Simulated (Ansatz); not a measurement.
# LuBi (Fm-3m): phonons and vibrational spectra, part 2 of 2

Wanted: phonon frequencies of LuBi (Fm-3m) and what follows from them.

Ansatz 0.2.0; DFT PBEsol, scalar-relativistic, plane waves, PAW; PAW set soft_1.

So far. Step 3 (Tight relaxation): The forces vanish by symmetry and the pressure is -0.006 GPa, within the tolerances set. The cell now holds 28.85 Å³/atom. The relaxed cell has a = 6.134 Å (conventional setting).

## (4) Zone-centre response

The zone centre comes first: it holds the modes that light can see, as far as symmetry allows. No field response is asked, since the mesh shows no gap.

Input file input.yaml:

```yaml
crystal:
  lattice:
    - [0.0, 3.0669197206, 3.0669197206]
    - [3.0669197206, 0.0, 3.0669197206]
    - [3.0669197206, 3.0669197206, 0.0]
  atoms:
    - { symbol: Lu, position: [0.5, 0.5, 0.5] }
    - { symbol: Bi, position: [0.0, 0.0, 0.0] }
kpoints:
  mp_grid: { grid: [12, 12, 12] }
hamiltonian:
  xc: pbesol
  pseudopotentials: { kind: paw, azcp: { folder: soft_1 }, xc_functional: pbe }
scf:
  occupations: { method: methfessel_paxton, width: 0.2 }
output:
  eigenvalues: true
phonons:
  method: dfpt
```

Command:

```sh
$ ansatz run input.yaml --threads 4 --pin off --max-ram 10240MiB --backend cpu --events-out ev --progress --plain --runs-dir out
```

Numbers of over 12 decimals in the logs are rounded to 6 here.

Output:

```text
[...]
Crystal: 2 atoms, lattice volume = 57.695 Å³
Basis set: ecut = 420 eV, 1139 PW (Γ), exchange–correlation on 60×60×60 points (8 copies of the dense FFT grid, shifted against one another)
Bands: 24, of which v1, the nominal top of the filled ones, is band 20 counted from 1 (19 counted from 0)
Symmetry: 48 space group operations
k-points: 163 of 1728 (irreducible under 8 space group operations, time reversal used)
[...]
SCF iter   1: F=—  HF=-26858.665245 eV  |F-HF|=—  |Δ(HF+E_count)|=         —  Δρ=4.86e-2  dr2=1.74e0  ethr=3.10e-3  ⟨swp⟩=5.1  Hψ=18803  notcnv=0
[...]
SCF iter  12: F=-26858.081649 eV  HF=-26858.081649 eV  |F-HF|=0.00e0  |Δ(HF+E_count)|=    0.00e0  S|Δr|=    0.00e0  Δρ=3.29e-8  dr2=4.66e-13  ethr=1.00e-12  ⟨swp⟩=8.3  Hψ=26588  notcnv=0
SCF 1 converged in 12 iterations: F = -26858.081649 eV  dr2 = 4.66e-13
[...]
DFPT response loops at Γ: preconditioner auto → Kerker (q_TF=auto, 2.567 Å⁻¹) (partly filled bands, converged f_vac=0.000); β = 1.00, the filter's whole step (`scf.mixing.beta` (0.50) is not read by the response loops under this deck's `scf.mixing.preconditioner`; to damp them name `kerker` or `kerker_dos`, under which they read `scf.mixing.beta`, and type it under 1.00, their step now; both keys bind the ground state too); Broyden in place of MSR1
SCF converged after 12 iterations
[...]
Free energy (F): -26858.081649 eV
[...]
Internal energy: -26858.082177 eV  (E = F + TS)
E sigma→0 (E₀):  -26858.081781 eV
Entropy (-TS):   0.000528 eV (0.264 meV/atom)
Fermi energy:    13.078541 eV
Step filling:    the computed levels leave a gap of 0.0000 eV = 0.0 smearing widths at the electron count; against every level under it full and every level over it empty, smearing changes F+E_penalty+E_count by +0.053 meV and its σ→0 estimate by -0.079 meV
[...]
--- Band table (eV; the first three rows and the last of 163) ---
  k-point 0: bands = [... 16 lower, 7.6021, 14.0828, 14.0828, 14.0828, 14.2596, 14.2596, 14.2596, 15.1201]
  k-point 1: bands = [... 16 lower, 7.6022, 12.8679, 13.4622, 13.4622, 14.4477, 14.4477, 14.4837, 15.7383]
  k-point 2: bands = [... 16 lower, 7.6024, 11.4529, 12.7134, 12.7134, 14.5129, 14.6801, 14.6801, 16.7927]
  k-point 162: bands = [... 16 lower, 7.6083, 10.2753, 10.2753, 10.3347, 15.4133, 15.4968, 15.4968, 16.7907]
--- Phonons (Γ-DFPT): 2 representative perturbations + reference, on 163 of 1728 k-points (Σ response iterations 6) ---
  k mesh reduced under 8 symmetry operations, with k and −k counted as one. Each operation leaves every solved perturbation unchanged. A smaller set is not used because it would not reduce the number of displacements times k-points to solve
  ASR residual: 8.368e-5 → 0.000e0 eV/Å²; symmetrization residual: 7.728e-6 eV/Å²
  ASR residual per site (eV/Å²): 8.37e-5 2.55e-6
  Γ frequencies (cm⁻¹): 0.00 0.00 0.00 118.81 118.81 118.81
  non-analytic LO–TO correction: not included (Born effective charges unavailable; polar crystals: no LO–TO splitting at Γ)
```

It took 18 s on 4 threads of Arm Neoverse V1, shared host; peak memory 0.94 GiB; 69 s of CPU time.

Numbers from this step:

- sum-rule residual before enforcement: 8.37e-5 eV/Å²
- point group: m-3m
- highest optical mode at the zone centre (no LO-TO term): 118.8 cm⁻¹
- lowest optical zone-centre mode: 118.8 cm⁻¹

Patterns of degenerate modes are one choice out of their space. The modes at Γ (shares of kinetic energy by element, %):

```csv
mode,frequency (cm⁻¹),symmetry,Lu %,Bi %
1,0.0,acoustic,46,54
2,0.0,acoustic,46,54
3,0.0,acoustic,46,54
4,118.8,T1u,54,46
5,118.8,T1u,54,46
6,118.8,T1u,54,46
```

Displacements in mode 6 (118.8 cm⁻¹), the largest set to 1:
```
Lu1  0.00  0.67  1.00
Bi2  0.00 -0.56 -0.84
```

Before it was imposed, the acoustic sum rule was missed by 8.4e-5 eV/Å². Small misses are needed for a sound result but don't prove that mesh and cutoff are converged. The lowest optical mode is real, 119 cm⁻¹.

## (5) The dispersion

Stability and thermal properties need the whole zone. Linear response on a 4×4×4 q mesh gives force constants as far as a supercell of that size would.

Edit input.yaml of step 4 so:

```diff
@@ -19 +19,8 @@
   method: dfpt
+  qmesh: [4, 4, 4]
+  temperatures: { t_max: 1000, t_step: 50 }
+  qpath:
+    path:
+      - [[0.0, 0.0, 0.0], [0.5, 0.0, 0.5], [0.625, 0.25, 0.625]]
+      - [[0.375, 0.375, 0.75], [0.0, 0.0, 0.0], [0.5, 0.5, 0.5], [0.5, 0.25, 0.75], [0.5, 0.0, 0.5]]
+    npoints: 10
```

Output:

```text
[...]
Crystal: 2 atoms, lattice volume = 57.695 Å³
Basis set: ecut = 420 eV, 1139 PW (Γ), exchange–correlation on 60×60×60 points (8 copies of the dense FFT grid, shifted against one another)
Bands: 24, of which v1, the nominal top of the filled ones, is band 20 counted from 1 (19 counted from 0)
Symmetry: 48 space group operations
k-points: 72 of 1728
[...]
SCF iter   1: F=—  HF=-26858.665147 eV  |F-HF|=—  |Δ(HF+E_count)|=         —  Δρ=4.86e-2  dr2=1.74e0  ethr=3.10e-3  ⟨swp⟩=5.1  Hψ=8276  notcnv=0
[...]
SCF iter  12: F=-26858.081649 eV  HF=-26858.081649 eV  |F-HF|=0.00e0  |Δ(HF+E_count)|=  5.09e-11  S|Δr|=    0.00e0  Δρ=3.91e-8  dr2=8.75e-13  ethr=1.00e-12  ⟨swp⟩=8.7  Hψ=12528  notcnv=0
SCF 1 converged in 12 iterations: F = -26858.081649 eV  dr2 = 8.75e-13
[...]
SCF iter   1: F=—  HF=-26858.081656 eV  |F-HF|=—  |Δ(HF+E_count)|=         —  Δρ=5.92e-7  dr2=8.21e-11  ethr=1.54e-8  ⟨swp⟩=6.0  Hψ=17648  notcnv=0
eigensolver tolerance schedule: the retry pair's looser diagonalisation over-reported the residual by 74855.01 of it (diagonalisation noise at 0.59 of the residual, at the tolerance the schedule requests for it); recorded, not acted on — ethr = c·dr2/N_el stays at c = 1.0e-1
[...]
SCF iter   2: F=—  HF=-26858.081649 eV  |F-HF|=—  |Δ(HF+E_count)|=   6.75e-6  S|Δr|=    0.00e0  Δρ=4.13e-7  dr2=6.17e-11  ethr=1.00e-12  ⟨swp⟩=4.7  Hψ=6346  notcnv=0
[...]
SCF iter   4: F=-26858.081649 eV  HF=-26858.081649 eV  |F-HF|=7.28e-12  |Δ(HF+E_count)|=  7.28e-12  S|Δr|=    0.00e0  Δρ=1.50e-7  dr2=5.39e-12  ethr=1.00e-12  ⟨swp⟩=5.3  Hψ=6608  notcnv=0
SCF 2 converged in 4 iterations: F = -26858.081649 eV  dr2 = 5.39e-12
phonons: the bands overlap, so this run is a metal and interpolates without the dipole-dipole term. If the crystal is really an insulator or semiconductor, its LO-TO splitting is missing
NSCF: frozen V_eff on 72 k-points
WARN: eigensolver did not converge in 7 slots of this pass, the one above among them; of largest residual over every band (k=10): 1 band(s) unlocked (lowest unlocked band 23, counted from 0; max residual 4.86e-4 eV among the unlocked bands, 4.86e-4 eV over every band); of lowest unlocked band (k=4): band 23
[...]
DFPT response loops at q = (0, 0, 0) (fractional): preconditioner auto → Kerker (q_TF=auto, 2.567 Å⁻¹) (partly filled bands, converged f_vac=0.000); β = 1.00, the filter's whole step (`scf.mixing.beta` (0.50) is not read by the response loops under this deck's `scf.mixing.preconditioner`; to damp them name `kerker` or `kerker_dos`, under which they read `scf.mixing.beta`, and type it under 1.00, their step now; both keys bind the ground state too); Broyden in place of MSR1
[...]
SCF converged after 12 iterations
[...]
Free energy (F): -26858.081649 eV
[...]
Internal energy: -26858.082177 eV  (E = F + TS)
E sigma→0 (E₀):  -26858.081781 eV
Entropy (-TS):   0.000528 eV (0.264 meV/atom)
Fermi energy:    13.078541 eV
[...]
--- Band table (eV; the first three rows and the last of 72) ---
  k-point 0: bands = [... 16 lower, 7.6021, 14.0828, 14.0828, 14.0828, 14.2596, 14.2596, 14.2596, 15.1201]
  k-point 1: bands = [... 16 lower, 7.6022, 12.8679, 13.4622, 13.4622, 14.4477, 14.4477, 14.4837, 15.7383]
  k-point 2: bands = [... 16 lower, 7.6024, 11.4529, 12.7134, 12.7134, 14.5129, 14.6801, 14.6801, 16.7927]
  k-point 71: bands = [... 16 lower, 7.6083, 10.2753, 10.2753, 10.3347, 15.4133, 15.4968, 15.4968, 16.7907]
--- Phonons (Γ-DFPT): 2 representative perturbations + reference (Σ response iterations 6) ---
  ASR residual: 4.737e-5 → 0.000e0 eV/Å²; symmetrization residual: 6.328e-6 eV/Å²
  ASR residual per site (eV/Å²): 4.74e-5 1.47e-5
  Γ frequencies (cm⁻¹): 0.00 0.00 0.00 118.81 118.81 118.81
--- Phonons (arbitrary-q DFPT): 8 irreducible q on the 4×4×4 mesh ---
  q = [0.0000, 0.0000, 0.0000] (star 1, of the zone-centre solve; hermiticity 2.56e-6, symmetrization 8.06e-12): -0.00 0.00 0.00 118.81 118.81 118.81
  q = [0.0000, 0.0000, 0.2500] (star 8, 2 solved perturbations on 936 of 1728 k-point pairs; hermiticity 4.05e-6, symmetrization 4.16e-12): 47.64 47.64 64.60 110.41 110.41 128.45
[...]
q = [0.0000, 0.2500, 0.2500] (star 6, 4 solved perturbations in 1608 linear systems a pass and spin channel, the states on 510 of 1728 k-point pairs; hermiticity 4.45e-6, symmetrization 2.21e-12): 29.38 29.38 88.97 100.19 121.05 121.05
[...]
sum rule: each row above includes the acoustic sum rule's correction from the zone centre's row sums; it moved no ω² by more than (0.27 cm⁻¹)²
  mesh force constants: q→R imaginary residual 5.50e-18; ASR residual 4.737e-5 → 0.000e0 eV/Å²; symmetrization residual 2.665e-15 eV/Å²
  interpolated dispersion: 62 rows × 6 modes
  density of states and harmonic sums: on the 20×20×20 q-mesh, interpolated from the force constants of a 4×4×4 supercell (no non-analytic term)
  largest difference from the sums on the solved wave vectors: F 1.43e-2 eV, S 1.83e-5 and C_V 4.01e-6 eV/K
  zero-point energy: 0.032694 eV/cell   skipped modes (ω ≤ 0): 3   left out of the sums: 6.25e-5 of the cell's modes: C_V's classical limit lies that fraction below 3 k_B per atom; for a crystal, a wire or a layer, F and S can be off by more, and a phonons.interpolated_qmesh denser along its periods is the remedy for the sampling
```

Run time: 9.5 min. Hardware: 4 threads; peak memory 5.6 GiB; 37 min of CPU time.

This step gave:

| Item | Value |
| --- | --- |
| sum-rule residual before enforcement | 4.74e-5 eV/Å² |
| lowest frequency on the path | 0 cm⁻¹ |
| highest frequency on the path or at a solved wavevector | 129.2 cm⁻¹ |
| mean frequency | 87.9 cm⁻¹ |
| Debye temperature (second moment) | 173 K |
| logarithmic mean frequency | 81.1 cm⁻¹ |
| lowest mode on the q mesh (acoustic modes at Γ apart) | 29.38 cm⁻¹ |
| zero-point energy per atom | 16.35 meV |
| heat capacity at 300 K | 24.53 J/(mol atoms K) |
| vibrational entropy at 300 K | 48.69 J/(mol atoms K) |

Frequencies (cm⁻¹) solved at each irreducible wavevector; negative means imaginary. Frequencies by wavevector, by row:

```csv
q in reciprocal lattice units,star,mode 1,mode 2,mode 3,mode 4,mode 5,mode 6
0 0 0,1,0,0,0,118.8,118.8,118.8
0 0 0.25,8,47.6,47.6,64.6,110.4,110.4,128.4
0 0 -0.5,4,81.3,81.3,90.1,90.1,104.3,120.8
0 0.25 0.25,6,29.4,29.4,89,100.2,121,121
0 0.25 -0.5,24,57.3,61.4,69.7,109.6,117.6,123.5
0 0.25 -0.25,12,37.8,80.3,92.3,99.6,108.5,125
0 -0.5 -0.5,3,37.9,38.2,38.2,117.1,117.1,128.9
0.25 -0.5 -0.25,6,40.6,40.6,96.9,97.6,126.1,126.1
```

Interpolated from a 4×4×4 q mesh. The phonon branches at the labelled points (cm⁻¹):

```csv
point,branch 1,branch 2,branch 3,branch 4,branch 5,branch 6
Γ,0,0,0,119,119,119
halfway,29,29,89,100,121,121
X,38,38,38,117,117,129
halfway,39,45,49,115,120,128
U,40,60,69,109,122,128
jump to K,40,60,69,109,122,128
halfway,34,65,80,101,118,123
Γ,0,0,0,119,119,119
halfway,48,48,65,110,110,128
L,81,81,90,90,104,121
halfway,61,64,94,95,118,122
W,41,41,97,98,126,126
halfway,39,40,64,114,121,128
X,38,38,38,117,117,129
```

The phonon branches as a text plot (rows in cm⁻¹):

```
    127 |           ************          ******        *********
    121 |***********   *****    **********      *********   ***
    116 | ***    *  ****    *       **   ***         **       ***
    110 |    **         ***    *  **        *      **       **
    105 |       *          * **  *           **  **
    100 |      *             ** *              **        ***
     94 |                   *  *               **  *********
     89 |      **            **                  ***
     83 |                  * **               *  *
     78 |                   *   *               * **        *
     73 |    **  *             *             * *    **       *
     67 |                ***    **                   *
     62 |                 *                 * *       *
     57 |   *     **    **                   *         *      *
     51 |              **        ***       *            *
     46 |           *  *                    *                  *
     40 |  *         **********   **      **             ********
     35 |        ****          **   *
     30 |      **                *  *    **
     24 |   ***                   **
     19 | *                         **   *
     13 |  *                         *  *
      8 | *                          *  *
      3 |*                            **
         Γ           X  U|K            Γ         L        W     X
```

The phonon density of states has structure finer than the step of the table below, so its rows give means over 5 cm⁻¹, whole bins alone (the curve runs from 0.5 to 130 cm⁻¹). Peaks (cm⁻¹: height): 40.5: 0.103, 91.5: 0.0837, 124.5: 0.227.

Tetrahedra on a 20×20×20 mesh, mean over bins of 1 cm-1. Interpolated from a 4×4×4 q mesh. Phonon density of states against wavenumber; means over each step:

```csv
wavenumber (cm⁻¹),phonon density of states (1/cm⁻¹/cell)
5,1.0e-4
10,6.5e-4
15,0.00170
20,0.0036
25,0.00702
30,0.0145
35,0.0302
40,0.0759
45,0.0571
50,0.0471
55,0.0437
60,0.0424
65,0.0421
70,0.0425
75,0.0435
80,0.0385
85,0.0329
90,0.0645
95,0.0357
100,0.0689
105,0.0584
110,0.0702
115,0.0800
120,0.121
125,0.166
```

Phonopy on the run's constants, 17x17x17 mesh, Gaussian sigma 2.0 cm-1. Interpolated from a 4×4×4 q mesh. The partial phonon density of states by wavenumber; read off at these points; values in 1/cm⁻¹/cell:

```csv
wavenumber (cm⁻¹),Bi,Lu
-5.0,2.0e-6,2.0e-6
0.0,6.6e-5,5.0e-5
5.0,2.2e-5,1.6e-5
10.0,5.1e-4,4.3e-4
15.0,8.0e-4,6.8e-4
20.0,0.00215,0.00186
25.0,0.00388,0.00343
30.0,0.00806,0.00732
35.0,0.0172,0.0164
40.0,0.0363,0.0371
41.0,0.0368,0.0379
45.0,0.0280,0.0292
50.0,0.0201,0.0214
55.0,0.0215,0.0240
60.0,0.0204,0.0241
65.0,0.0160,0.0203
70.0,0.0203,0.0272
75.0,0.0145,0.0248
80.0,0.0169,0.0268
85.0,0.0188,0.0149
90.0,0.0319,0.0196
95.0,0.0359,0.0190
100.0,0.0393,0.0201
105.0,0.0335,0.0249
110.0,0.0348,0.0340
115.0,0.0402,0.0408
120.0,0.0581,0.0668
123.8,0.0778,0.0924
125.0,0.0707,0.0826
130.0,0.00987,0.0109
135.0,3.0e-5,3.4e-5
140.0,0,0
```

Second derivatives of the energy by pair, one row for each kind of neighbour of each atom listed. Each entry sums the pair over the periodic images of the supercell that the q mesh stands for, and in a polar crystal it holds the long-range dipole part too. Force constants by pair, by row:

```csv
atom,neighbour,distance (Å),third of the trace (eV/Å²),along the pair's line (eV/Å²)
Lu1,itself,0,5.578,–
Lu1,Bi,3.067,-0.8661,-2.447
Lu1,Lu,4.337,-0.025,-0.423
Lu1,Bi,5.312,-0.0399,-0.0402
Lu1,Lu,6.134,-0.0693,-0.1356
Lu1,Bi,6.858,0.0281,0.0935
Bi2,itself,0,6.702,–
Bi2,Lu,3.067,-0.8661,-2.447
Bi2,Bi,4.337,-0.0893,-0.3342
Bi2,Lu,5.312,-0.0399,-0.0402
Bi2,Bi,6.134,-0.0811,-0.205
Bi2,Lu,6.858,0.0281,0.0935
```

Harmonic thermodynamic functions per atom, from the density of states. Interpolated from a 4×4×4 q mesh. Thermodynamic functions, by row:

```csv
T (K),F_vib (meV/atom),S (J/mol-atom/K),C_V (J/mol-atom/K)
0,16.35,0,0
50,14.57,9.864,15.02
100,5.9,22.85,21.61
200,-26.88,38.84,24.03
300,-72.57,48.69,24.53
400,-126.9,55.78,24.71
500,-187.7,61.3,24.79
600,-253.6,65.83,24.84
700,-323.9,69.66,24.87
800,-397.8,72.98,24.88
900,-475,75.91,24.9
1000,-555.1,78.54,24.9
```

Harmonic mean-square displacement, third of the trace. Interpolated from a 4×4×4 q mesh. Mean square displacements, by row:

```csv
T (K),Lu1 U_eq (Å²),Bi2 U_eq (Å²)
0,0.00132,0.0011
100,0.00347,0.0029
300,0.0098,0.00821
600,0.01949,0.01632
```

Symmetry leaves 8 wavevectors to solve. The lowest mode among them, the acoustic zeros apart, lies at q = (0, 0.25, 0.25) and is real, 29.4 cm⁻¹.

## (6) Outcome

| Item | Value |
| --- | --- |
| space group after relaxation (within 0.01 Å) | Fm-3m |
| volume per atom | 28.8 Å³ |
| electronic character | no gap on this mesh |
| highest optical mode at the zone centre (no LO-TO term) | 119 cm⁻¹ |
| lowest optical zone-centre mode | 119 cm⁻¹ |
| lowest mode on the q mesh (acoustic modes at Γ apart) | 29.4 cm⁻¹ |
| highest frequency on the path or at a solved wavevector | 129 cm⁻¹ |
| zero-point energy per atom | 16.4 meV |
| heat capacity at 300 K | 24.5 J/(mol atoms K) |
| vibrational entropy at 300 K | 48.7 J/(mol atoms K) |
| Debye temperature (second moment) | 173 K |
| imaginary modes on the 4×4×4 q mesh | none |

The structure is a minimum as far as tested: no mode is imaginary at the 8 irreducible wavevectors of the 4×4×4 mesh, and the softest away from the acoustic zeros lies at 29 cm⁻¹. The optical modes at Γ form one degenerate level at 119 cm⁻¹. With no gap, or one that is small against the smearing, the frequencies hang on the k mesh and the smearing, most of all near Kohn anomalies. Spin-orbit coupling is left out, which can matter for the heavy elements here. The PAW files were made for PBE and serve the other functionals too. A phonon run warned that its eigensolver left some bands unconverged in a pass. These are harmonic frequencies at zero temperature: anharmonic shifts, linewidths and thermal expansion are left out.

[Logs are printed without paths, hosts, clocks, repeated set-up lines and the standing remarks that a program may print on its own settings, such as how far it seeks lower states.]

[Hosts, paths, dates, database ids (printed as entryN), source tags and the programs' standing remarks are cut or masked in the printed files.]
